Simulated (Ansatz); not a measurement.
## Ba on Zr(0001): change of the work function

Wanted: Δφ(θ) for Ba/Zr(0001), starting from the fcc site.

Program: Ansatz 0.2.0. Level of theory: plane-wave DFT, PBE, Ansatz PAW. Values are calculated unless marked as measured.

This is a report of a sequence of runs, with the program logs left out and the cost of each run kept.

### 1. Starting point

The cell holds 4 atoms: 4 Zr. Cell: a = 3.230 Å, b = 3.230 Å, c = 25.718 Å, α = 90.0°, β = 90.0°, γ = 60.0°. Vacuum lies along c.

### 2. The clean slab

The bare slab comes first, as the zero from which every change is counted. The two lowest layers are held at bulk places and the upper ones relax. The dipole correction removes the false field that a one-sided slab makes across the periodic vacuum, so each face gets a flat vacuum level of its own.

input.yaml reads:

```yaml
crystal:
  lattice:
    - [3.23, 0.0, 0.0]
    - [1.615, 2.7972620542, 0.0]
    - [0.0, 0.0, 25.718085]
  atoms:
    - { symbol: Zr, position: [0.6666666667, 0.6666666667, 0.3499482951] }
    - { symbol: Zr, position: [0.0, 0.0, 0.449982765] }
    - { symbol: Zr, position: [0.6666666667, 0.6666666667, 0.550017235] }
    - { symbol: Zr, position: [0.0, 0.0, 0.6500517049] }
kpoints:
  mp_grid: { grid: [12, 12, 1] }
hamiltonian:
  xc: pbe
scf:
  occupations: { method: fermi_dirac, width: 0.1 }
  convergence: { dr2_threshold: 1.0e-08 }
efield:
  axis: 3
  dipole_correction: true
  ramp_position: 0.97
  ramp_width: 0.06
relax:
  f_tol: 0.02
  max_steps: 60
  constraints: [{ sites: [0, 1] }]
output:
  write_potential: true
  write_density: true
  volumetric_format: npy
```

The run is started by

```sh
> ansatz run input.yaml --threads 4 --pin off --max-ram 16384MiB --backend cpu --events-out ev --progress --plain --runs-dir out
```

Wall time 14 s (4 threads of Arm Neoverse V1, shared host); peak memory 0.57 GiB; 53 s of CPU time.

Relaxation path:

| step | energy less that of the first step (eV) | largest force component (eV/Å) |
| --- | --- | --- |
| 1 | 0.0000 | 0.6086 |
| 2 | -0.0225 | 0.4689 |
| 3 | -0.0383 | 0.0532 |
| 4 | -0.0387 | 0.0081 |

Forces are held to the 6 operations that the program found; a distortion that breaks them can't arise in this run.

The atoms that moved most (Å):

| atom | dx | dy | dz | length |
| --- | --- | --- | --- | --- |
| Zr3 | 0.000 | 0.000 | 0.100 | 0.100 |
| Zr4 | 0.000 | 0.000 | -0.033 | 0.033 |

Final coordinates:

```cif
data_structure
_symmetry_space_group_name_H-M 'P 1'
_symmetry_Int_Tables_number 1
_cell_length_a 3.2300
_cell_length_b 3.2300
_cell_length_c 25.7181
_cell_angle_alpha 90.000
_cell_angle_beta 90.000
_cell_angle_gamma 60.000
_cell_volume 232.37
loop_
_atom_site_label
_atom_site_type_symbol
_atom_site_fract_x
_atom_site_fract_y
_atom_site_fract_z
_atom_site_occupancy
Zr1 Zr 0.66667 0.66667 0.34995 1
Zr2 Zr 0.00000 0.00000 0.44998 1
Zr3 Zr 0.66667 0.66667 0.55389 1
Zr4 Zr 0.00000 0.00000 0.64875 1
```

This step gave:

* energy at zero smearing: -16733.4762 eV
* work function, upper face: 4.165 eV
* dipole along the normal: 7.18e-4 e·Å

Running mean over 2.573 Å of the planar mean; the ramp of the sawtooth is left out. Electron's electrostatic potential energy less the Fermi level against z:

| z (Å) | electron's electrostatic potential energy less the Fermi level (eV) |
| --- | --- |
| 3.5 | 4.18 |
| 4.0 | 4.18 |
| 4.5 | 4.17 |
| 5.0 | 4.15 |
| 5.5 | 4.09 |
| 6.0 | 3.92 |
| 6.5 | 3.43 |
| 7.0 | 2.15 |
| 7.5 | -1.01 |
| 8.0 | -5.14 |
| 8.5 | -7.74 |
| 9.0 | -8.45 |
| 9.5 | -8.43 |
| 10.0 | -8.32 |
| 10.5 | -8.28 |
| 11.0 | -8.29 |
| 11.5 | -8.29 |
| 12.0 | -8.16 |
| 12.5 | -7.78 |
| 13.0 | -7.60 |
| 13.5 | -7.92 |
| 14.0 | -8.25 |
| 14.5 | -8.50 |
| 15.0 | -9.02 |
| 15.5 | -9.34 |
| 16.0 | -9.04 |
| 16.5 | -8.65 |
| 17.0 | -8.19 |
| 17.5 | -6.36 |
| 18.0 | -2.56 |
| 18.5 | 1.19 |
| 19.0 | 3.09 |
| 19.5 | 3.78 |
| 20.0 | 4.03 |
| 20.5 | 4.12 |
| 21.0 | 4.15 |
| 21.5 | 4.16 |
| 22.0 | 4.16 |
| 22.5 | 4.16 |

The relaxation took 4 steps and lowered the energy by 0.039 eV; the largest force on the free atoms ends at 0.0081 eV/Å.

The work function of the upper face is 4.17 eV.

### 3. Adsorbate added, k-mesh 4×4×1, coverage 0.111 ML

System of this step: Ba/Zr(0001). The cell holds 37 atoms: 36 Zr and 1 Ba. Its edges and angles: a = 9.690 Å, b = 9.690 Å, c = 29.243 Å, α = 90.0°, β = 90.0°, γ = 60.0°. Vacuum lies along c.

The clean slab as it ended is repeated in the plane and the adsorbate is set on one face; the cell's size fixes the coverage, and the k-mesh shrinks with it to keep the sampling density about even. Adsorbate and upper layers relax, since the dipole depends on the height.

input.yaml reads:

```yaml
crystal:
  lattice:
    - [9.69, 0.0, 0.0]
    - [4.845, 8.3917861626, 0.0]
    - [0.0, 0.0, 29.2425147251]
  atoms:
    - { symbol: Zr, position: [0.2222222222, 0.2222222222, 0.3077710684] }
    - { symbol: Zr, position: [0.0, 0.0, 0.3957489672] }
    - { symbol: Zr, position: [0.2222222222, 0.2222222222, 0.4871318054] }
    - { symbol: Zr, position: [0.0, 0.0, 0.5705601732] }
    - { symbol: Zr, position: [0.2222222222, 0.5555555556, 0.3077710684] }
    - { symbol: Zr, position: [0.0, 0.3333333333, 0.3957489672] }
    - { symbol: Zr, position: [0.2222222222, 0.5555555556, 0.4871318054] }
    - { symbol: Zr, position: [0.0, 0.3333333333, 0.5705601732] }
[... 25 atom lines left out ...]
    - { symbol: Zr, position: [0.6666666667, 0.6666666667, 0.3957489672] }
    - { symbol: Zr, position: [0.8888888889, 0.8888888889, 0.4871318054] }
    - { symbol: Zr, position: [0.6666666667, 0.6666666667, 0.5705601732] }
    - { symbol: Ba, position: [0.1111111111, 0.1111111111, 0.6922289316] }
kpoints:
  mp_grid: { grid: [4, 4, 1] }
hamiltonian:
  xc: pbe
scf:
  occupations: { method: fermi_dirac, width: 0.1 }
  convergence: { dr2_threshold: 1.0e-08 }
efield:
  axis: 3
  dipole_correction: true
  ramp_position: 0.97
  ramp_width: 0.06
relax:
  f_tol: 0.02
  max_steps: 60
  constraints:
    - { sites: [0, 1, 4, 5, 8, 9, 12, 13, 16, 17, 20, 21, 24, 25, 28, 29, 32, 33] }
output:
  write_potential: true
  write_density: true
  volumetric_format: npy
```

Run time: 17 min. Hardware: 4 threads; peak memory 10 GiB.

The steps of the relaxation:

| step | energy less that of the first step (eV) | largest force component (eV/Å) |
| --- | --- | --- |
| 1 | 0.0000 | 1.1156 |
| 2 | -0.2378 | 0.8978 |
| 3 | -0.3783 | 0.3540 |
| 4 | -0.4196 | 0.0773 |
| 5 | -0.4224 | 0.0266 |
| 6 | -0.4222 | 0.0219 |
| 7 | -0.4231 | 0.0028 |

Relaxation step 6 was tried and not accepted.

The run keeps the 6 symmetry operations that the program found, so distortions that break them were not tested.

The atoms that moved most (Å):

| atom | dx | dy | dz | length |
| --- | --- | --- | --- | --- |
| Ba37 | 0.000 | 0.000 | -0.569 | 0.569 |
| Zr8 | 0.000 | -0.020 | -0.093 | 0.095 |
| Zr16 | -0.017 | 0.010 | -0.093 | 0.095 |
| Zr4 | 0.017 | 0.010 | -0.093 | 0.095 |
| Zr20 | -0.054 | -0.031 | 0.068 | 0.093 |
| Zr24 | 0.000 | 0.063 | 0.068 | 0.093 |
| Zr32 | 0.054 | -0.031 | 0.068 | 0.093 |
| Zr12 | -0.013 | 0.008 | 0.085 | 0.086 |

Final coordinates:

```
Zr Ba
1.0
     9.69000    0.00000    0.00000
     4.84500    8.39179    0.00000
     0.00000    0.00000   29.24251
Zr Ba
36 1
Cartesian
  3.2300 1.8648 9.0000
  0.0000 0.0000 11.5727
  3.2514 1.8772 14.1759
  0.0173 0.0100 16.5916
  4.8450 4.6621 9.0000
  1.6150 2.7973 11.5727
  4.8338 4.6686 14.3049
  1.6150 2.7773 16.5916
  6.4600 7.4594 9.0000
  3.2300 5.5945 11.5727
  6.4600 7.4346 14.1759
  3.2167 5.6022 16.7696
  6.4600 1.8648 9.0000
  3.2300 0.0000 11.5727
  6.4600 1.8519 14.3049
  3.2127 0.0100 16.5916
  8.0750 4.6621 9.0000
  4.8450 2.7973 11.5727
  8.0862 4.6686 14.3049
  4.7906 2.7659 16.7527
  9.6900 7.4594 9.0000
  6.4600 5.5945 11.5727
  9.7259 7.4386 14.2294
  6.4600 5.6573 16.7527
  9.6900 1.8648 9.0000
  6.4600 0.0000 11.5727
  9.6686 1.8772 14.1759
  6.4600 -0.0154 16.7696
  11.3050 4.6621 9.0000
  8.0750 2.7973 11.5727
  11.3050 4.7036 14.2294
  8.1294 2.7659 16.7527
  12.9200 7.4594 9.0000
  9.6900 5.5945 11.5727
  12.8841 7.4386 14.2294
  9.7033 5.6022 16.7696
  1.6150 0.9324 19.6732
```

This step gave:

```yaml
energy_at_zero_smearing: -156551.9577 eV
work_function_upper_face: 2.500 eV
work_function_lower_face: 4.190 eV
dipole_along_the_normal: 0.7598 e·Å
step_between_the_vacuum_levels: -1.691 eV
```

Running mean over 2.573 Å of the planar mean; the ramp of the sawtooth is left out. The electron's electrostatic potential energy less the Fermi level by z:

| z (Å) | electron's electrostatic potential energy less the Fermi level (eV) |
| --- | --- |
| 3.5 | 4.19 |
| 4.0 | 4.19 |
| 4.5 | 4.18 |
| 5.0 | 4.16 |
| 5.5 | 4.10 |
| 6.0 | 3.93 |
| 6.5 | 3.44 |
| 7.0 | 2.14 |
| 7.5 | -0.998 |
| 8.0 | -5.12 |
| 8.5 | -7.74 |
| 9.0 | -8.44 |
| 9.5 | -8.42 |
| 10.0 | -8.32 |
| 10.5 | -8.28 |
| 11.0 | -8.29 |
| 11.5 | -8.28 |
| 12.0 | -8.17 |
| 12.5 | -7.83 |
| 13.0 | -7.66 |
| 13.5 | -7.95 |
| 14.0 | -8.26 |
| 14.5 | -8.48 |
| 15.0 | -8.88 |
| 15.5 | -9.12 |
| 16.0 | -8.86 |
| 16.5 | -8.55 |
| 17.0 | -8.12 |
| 17.5 | -6.50 |
| 18.0 | -3.16 |
| 18.5 | 0.00884 |
| 19.0 | 1.34 |
| 19.5 | 1.56 |
| 20.0 | 1.53 |
| 20.5 | 1.62 |
| 21.0 | 1.88 |
| 21.5 | 2.19 |
| 22.0 | 2.38 |
| 22.5 | 2.45 |
| 23.0 | 2.48 |
| 23.5 | 2.49 |
| 24.0 | 2.50 |
| 24.5 | 2.50 |
| 25.0 | 2.50 |
| 25.5 | 2.50 |
| 26.0 | 2.50 |

The relaxation took 7 steps and lowered the energy by 0.42 eV; the largest force on the free atoms ends at 0.0028 eV/Å.

The covered face has 2.50 eV, -1.67 eV against the clean one; the bare back face has moved by +0.01 eV, a measure of how thin the slab is.

### 4. The covered slab, k-mesh 6×6×1, coverage 0.25 ML

System of this step: Ba/Zr(0001). The cell holds 17 atoms: 16 Zr and 1 Ba. Cell: a = 6.460 Å, b = 6.460 Å, c = 29.243 Å, α = 90.0°, β = 90.0°, γ = 60.0°. Vacuum lies along c.

Another coverage, to see how the dipoles act on each other as their distance changes.

input.yaml reads:

```yaml
crystal:
  lattice:
    - [6.46, 0.0, 0.0]
    - [3.23, 5.5945241084, 0.0]
    - [0.0, 0.0, 29.2425147251]
  atoms:
    - { symbol: Zr, position: [0.3333333333, 0.3333333333, 0.3077710684] }
    - { symbol: Zr, position: [0.0, 0.0, 0.3957489672] }
    - { symbol: Zr, position: [0.3333333333, 0.3333333333, 0.4871318054] }
    - { symbol: Zr, position: [0.0, 0.0, 0.5705601732] }
    - { symbol: Zr, position: [0.3333333333, 0.8333333333, 0.3077710684] }
    - { symbol: Zr, position: [0.0, 0.5, 0.3957489672] }
    - { symbol: Zr, position: [0.3333333333, 0.8333333333, 0.4871318054] }
    - { symbol: Zr, position: [0.0, 0.5, 0.5705601732] }
    - { symbol: Zr, position: [0.8333333333, 0.3333333333, 0.3077710684] }
    - { symbol: Zr, position: [0.5, 0.0, 0.3957489672] }
    - { symbol: Zr, position: [0.8333333333, 0.3333333333, 0.4871318054] }
    - { symbol: Zr, position: [0.5, 0.0, 0.5705601732] }
    - { symbol: Zr, position: [0.8333333333, 0.8333333333, 0.3077710684] }
    - { symbol: Zr, position: [0.5, 0.5, 0.3957489672] }
    - { symbol: Zr, position: [0.8333333333, 0.8333333333, 0.4871318054] }
    - { symbol: Zr, position: [0.5, 0.5, 0.5705601732] }
    - { symbol: Ba, position: [0.1666666667, 0.1666666667, 0.6922289316] }
kpoints:
  mp_grid: { grid: [6, 6, 1] }
hamiltonian:
  xc: pbe
scf:
  occupations: { method: fermi_dirac, width: 0.1 }
  convergence: { dr2_threshold: 1.0e-08 }
efield:
  axis: 3
  dipole_correction: true
  ramp_position: 0.97
  ramp_width: 0.06
relax:
  f_tol: 0.02
  max_steps: 60
  constraints: [{ sites: [0, 1, 4, 5, 8, 9, 12, 13] }]
output:
  dos: { projected: true, e_range: [-8, 4] }
  write_potential: true
  write_density: true
  volumetric_format: npy
  elf: true
```

It took 2.7 min on 4 threads; peak memory 3.1 GiB.

Step by step:

| step | energy less that of the first step (eV) | largest force component (eV/Å) |
| --- | --- | --- |
| 1 | 0.0000 | 0.9494 |
| 2 | -0.1837 | 0.8317 |
| 3 | -0.3216 | 0.3546 |
| 4 | -0.3513 | 0.1102 |
| 5 | -0.3535 | 0.0182 |

Forces are held to the 6 operations that the program found; a distortion that breaks them can't arise in this run.

The atoms that moved most (Å):

| atom | dx | dy | dz | length |
| --- | --- | --- | --- | --- |
| Ba17 | 0.000 | 0.000 | -0.496 | 0.496 |
| Zr16 | 0.000 | 0.000 | 0.177 | 0.177 |
| Zr15 | 0.000 | 0.000 | -0.049 | 0.049 |
| Zr3 | 0.025 | 0.014 | -0.009 | 0.030 |
| Zr7 | 0.000 | -0.029 | -0.009 | 0.030 |
| Zr11 | -0.025 | 0.014 | -0.009 | 0.030 |
| Zr4 | 0.021 | 0.012 | -0.004 | 0.024 |
| Zr12 | -0.021 | 0.012 | -0.004 | 0.024 |

The relaxed structure:

```xyz
17
Lattice="6.4600 0.0000 0.0000 3.2300 5.5945 0.0000 0.0000 0.0000 29.2425" Properties=species:S:1:pos:R:3
Zr    3.2300    1.8648    9.0000
Zr    0.0000    0.0000   11.5727
Zr    3.2551    1.8793   14.2358
Zr    0.0206    0.0119   16.6806
Zr    4.8450    4.6621    9.0000
Zr    1.6150    2.7973   11.5727
Zr    4.8450    4.6331   14.2358
Zr    1.6150    2.7734   16.6806
Zr    6.4600    1.8648    9.0000
Zr    3.2300    0.0000   11.5727
Zr    6.4349    1.8793   14.2358
Zr    3.2094    0.0119   16.6806
Zr    8.0750    4.6621    9.0000
Zr    4.8450    2.7973   11.5727
Zr    8.0750    4.6621   14.1959
Zr    4.8450    2.7973   16.8617
Ba    1.6150    0.9324   19.7469
```

This step gave:

```yaml
energy_at_zero_smearing: -72884.4138 eV
work_function_upper_face: 2.004 eV
work_function_lower_face: 4.184 eV
dipole_along_the_normal: 0.4353 e·Å
step_between_the_vacuum_levels: -2.179 eV
```

Running mean over 2.573 Å of the planar mean; the ramp of the sawtooth is left out. Table of electron's electrostatic potential energy less the Fermi level by z:

| z (Å) | electron's electrostatic potential energy less the Fermi level (eV) |
| --- | --- |
| 4 | 4.18 |
| 5 | 4.15 |
| 6 | 3.92 |
| 7 | 2.14 |
| 8 | -5.12 |
| 9 | -8.44 |
| 10 | -8.31 |
| 11 | -8.28 |
| 12 | -8.17 |
| 13 | -7.74 |
| 14 | -8.27 |
| 15 | -8.73 |
| 16 | -8.69 |
| 17 | -8.08 |
| 18 | -3.74 |
| 19 | -0.428 |
| 20 | -0.892 |
| 21 | 0.0538 |
| 22 | 1.52 |
| 23 | 1.90 |
| 24 | 1.98 |
| 25 | 2.00 |
| 26 | 2.00 |

The density of states has structure finer than the step of the table below, so its rows give means over 0.25 eV. Peaks (eV: height): -1.080: 38.6, -0.900: 47.4, -0.810: 47.7, 0.240: 44.5, 0.720: 49.1, 0.840: 46.0, 0.960: 73.5.

The density of states by energy, zero at the Fermi level; means over each step:

energy (eV), density of states (states/eV a cell) and a bar:
```
    -5.50        0.0 
    -5.25        0.2 
    -5.00        1.1 #
    -4.75        1.2 #
    -4.50        1.2 #
    -4.25        2.2 ##
    -4.00        3.2 ###
    -3.75        2.7 ##
    -3.50        2.4 ##
    -3.25        7.3 ######
    -3.00        3.8 ###
    -2.75       13.1 ###########
    -2.50       15.3 #############
    -2.25       19.8 #################
    -2.00       24.5 #####################
    -1.75       15.9 ##############
    -1.50       15.9 ##############
    -1.25       21.8 ###################
    -1.00       28.6 #########################
    -0.75       27.0 #######################
    -0.50       12.3 ###########
    -0.25       26.1 #######################
     0.00       24.8 ######################
     0.25       31.1 ###########################
     0.50       28.1 ########################
     0.75       34.4 ##############################
```

Projected DOS per atom over height of the atomic layer and energy from the Fermi level. Layers: Zr4 Zr4 Zr4 Zr4 Ba from below.

Ten even steps from '_' (0.00 states/eV) to '@' (2.19 states/eV), each cell a mean:
```
%%%%##%%::
@@++**%%::
@@++++%%..
##==--++..
####**##==
**++++##::
========__
++**##++__
--++++==__
::----::__
........__
__________
__________
__________
__________
__________
__________
__________
__________
__________
__________
__________
```
Columns: height of the atomic layer (Å) from 9 to 19.7 (not evenly spaced); rows upwards: energy from the Fermi level (eV) from -7.96 to 1.04.

Electrostatic potential energy in the ca plane at fractional y = 0.000, with atoms of Zr within 0.2 Å of it. With pseudopotentials it is smooth inside the atoms' cores, unlike the true potential.

Values in eV, 9 rows by 16 columns, each cell a mean:
```
 -9 -50 -11   4   4  -6 -48 -14   6   6   6   6   6   6   6   6
  2  -5   2  -2  -5   2  -4   2   7   7   7   6   6   6   6   6
  3   0   3  -4  -7   3   0   4   7   7   7   6   6   6   6   6
 -6 -40  -7   3   2  -4 -37  -9   6   6   6   6   6   6   6   6
-15 -61 -17   5   5 -11 -60 -22   4   3   4   5   6   6   6   6
 -2 -25  -3   2   0  -2 -26  -5   2  -5   0   4   6   6   6   6
  4   2   4  -3  -7   3   2   4   0 -18  -6   4   6   6   6   6
  0 -14   0   0  -2   0 -14  -1   2  -9  -2   4   6   6   6   6
-13 -58 -15   5   5 -10 -58 -20   4   2   3   5   6   6   6   6
```
Columns run along c (16.0 Å, from fractional 0.35 to 0.90 of the cell; values clipped at the 3rd and 97th percentile), rows up along a (6.5 Å). Atoms in or near the plane, at fractional coordinates: Zr at (0.40, 0.00), Zr at (0.57, 0.00), Zr at (0.40, 0.50), Zr at (0.57, 0.50).

ELF in the ca plane at fractional y = 0.000, with atoms of Zr within 0.2 Å of it. It is the smooth field of the valence electrons, not physical close to the nuclei.

Values, 9 rows by 16 columns, each cell a mean:
```
0.36 0.67 0.37 0.42 0.47 0.37 0.67 0.39 0.21 0.13 0.07 0.09 0.07 0.02 0.00 0.00
0.28 0.26 0.27 0.21 0.24 0.26 0.26 0.24 0.39 0.33 0.19 0.09 0.03 0.01 0.00 0.00
0.32 0.21 0.31 0.22 0.27 0.29 0.22 0.28 0.43 0.35 0.20 0.09 0.03 0.01 0.00 0.00
0.31 0.67 0.32 0.34 0.37 0.32 0.65 0.32 0.24 0.18 0.09 0.09 0.06 0.02 0.00 0.00
0.44 0.51 0.46 0.56 0.66 0.45 0.51 0.48 0.12 0.09 0.08 0.10 0.13 0.06 0.01 0.00
0.26 0.54 0.27 0.26 0.26 0.27 0.54 0.28 0.17 0.57 0.38 0.13 0.24 0.13 0.02 0.00
0.36 0.21 0.35 0.21 0.27 0.32 0.23 0.39 0.33 0.84 0.62 0.16 0.29 0.19 0.04 0.00
0.25 0.39 0.25 0.22 0.22 0.25 0.41 0.27 0.22 0.69 0.47 0.14 0.26 0.15 0.03 0.00
0.42 0.57 0.43 0.52 0.60 0.43 0.56 0.46 0.11 0.15 0.11 0.10 0.16 0.07 0.01 0.00
```
Columns run along c (16.0 Å, from fractional 0.35 to 0.90 of the cell), rows up along a (6.5 Å). Atoms in or near the plane, at fractional coordinates: Zr at (0.40, 0.00), Zr at (0.57, 0.00), Zr at (0.40, 0.50), Zr at (0.57, 0.50).

Valence density in the ca plane at fractional y = 0.000, with atoms of Zr within 0.2 Å of it. It is the smooth field of the valence electrons, not physical close to the nuclei.

Ten steps, logarithmic in the rise over the least value, from '0' (0.0 e/Å³) to '9' (3.9 e/Å³), each cell a mean:
```
46899974333333468999632110000000000000000000
34788753333443347887521110000000000000000000
33455433344543334554321110000000000000000000
33333333345654333333221100000000000000000000
33333333345654333333221100000000000000000000
33455533344543334554321110000000000000000000
34788753333443347887521110000000000000000000
46899974333333468999632111000000000000000000
46999974333333469999742111111000000000000000
35899864333333458998632222322100000000000000
34577643334443346776432234543210000000000000
33344433345554334444332345654310000000000000
33333333345654333333332356665310000000000000
33344433345554334444332345654310000000000000
34577643334443346776432234443210000000000000
35899864333333458998632222222100000000000000
46999974333334469999742111110000000000000000
```
Columns run along c (16.0 Å, from fractional 0.35 to 0.90 of the cell), rows up along a (6.5 Å). Atoms in or near the plane, at fractional coordinates: Zr at (0.40, 0.00), Zr at (0.57, 0.00), Zr at (0.40, 0.50), Zr at (0.57, 0.50).

The relaxation took 5 steps and lowered the energy by 0.35 eV; the largest force on the free atoms ends at 0.018 eV/Å.

By hand: a sheet of dipoles makes a step −p/(ε₀A) in the electron's potential. With e/ε₀ = 180.95 V·Å, p = 0.4353 e·Å and A = 36.14 Å², that is −180.95 × (0.4353) / 36.14 = -2.179 eV, and the two vacuum levels of the run differ by -2.179 eV.

The covered face has 2.00 eV, -2.16 eV against the clean one; the bare back face has moved by +0.00 eV, a measure of how thin the slab is.

### 5. Work function against coverage

This step: plane-wave DFT, PBE, Ansatz PAW; work function against coverage (Ansatz 0.2.0).

The runs are now put side by side.

Numbers from this step:

| Item | Value |
| --- | --- |
| work function of the clean face | 4.165 eV |
| largest change of the work function | -2.161 eV |

Table of work function of the covered face by coverage:

| coverage (adsorbates/nm²) | work function of the covered face (eV) |
| --- | --- |
| 0.00 | 4.17 |
| 1.23 | 2.50 |
| 2.77 | 2.00 |

The dipole per adsorbate comes from the change of the cell's dipole. Coverage, by row:

| coverage (1/nm²) | coverage (ML) | work function (eV) | change (eV) | dipole per adsorbate, positive end outwards (debye) | mean height of the added atoms over the highest substrate atom (Å) |
| --- | --- | --- | --- | --- | --- |
| 1.23 | 0.1111 | 2.5 | -1.666 | 3.619 | 2.904 |
| 2.767 | 0.25 | 2.004 | -2.161 | 2.077 | 2.885 |

### 6. Summary of results

- work function of the clean face: 4.17 eV
- work function at 0.11 ML: 2.50 eV
- work function at 0.25 ML: 2.00 eV
- dipole per adsorbate at 0.11 ML, positive end outwards: 3.62 D

What this shows: Ba lowers the work function of Zr(0001) at the lowest coverage, by 1.67 eV: the adsorbate layer has its positive end outwards. The slab has 4 layers, at the tabulated experimental lattice constant, one starting site was run, and quantum-size effects of a slab this thin can reach one or two tenths of an eV.

[Long decimals in the printed logs are rounded to 6 places.]

[Logs are printed without paths, hosts, clocks, repeated set-up lines and the standing remarks that a program may print on its own settings, such as how far it seeks lower states.]

[Hosts, paths, dates, database ids (printed as entryN), source tags and the programs' standing remarks are cut or masked in the printed files.]

[Maps of the electrostatic potential energy from Ansatz leave out the sawtooth potential of an applied field or a dipole correction, so their vacuum need not be flat; planar profiles and work functions include it.]

[The density of states shown here was stored with 400 of the rows of the run's finer table, so its peaks can read low, often by over a quarter, or be missed, and its means over a window can be off by a tenth or more.]
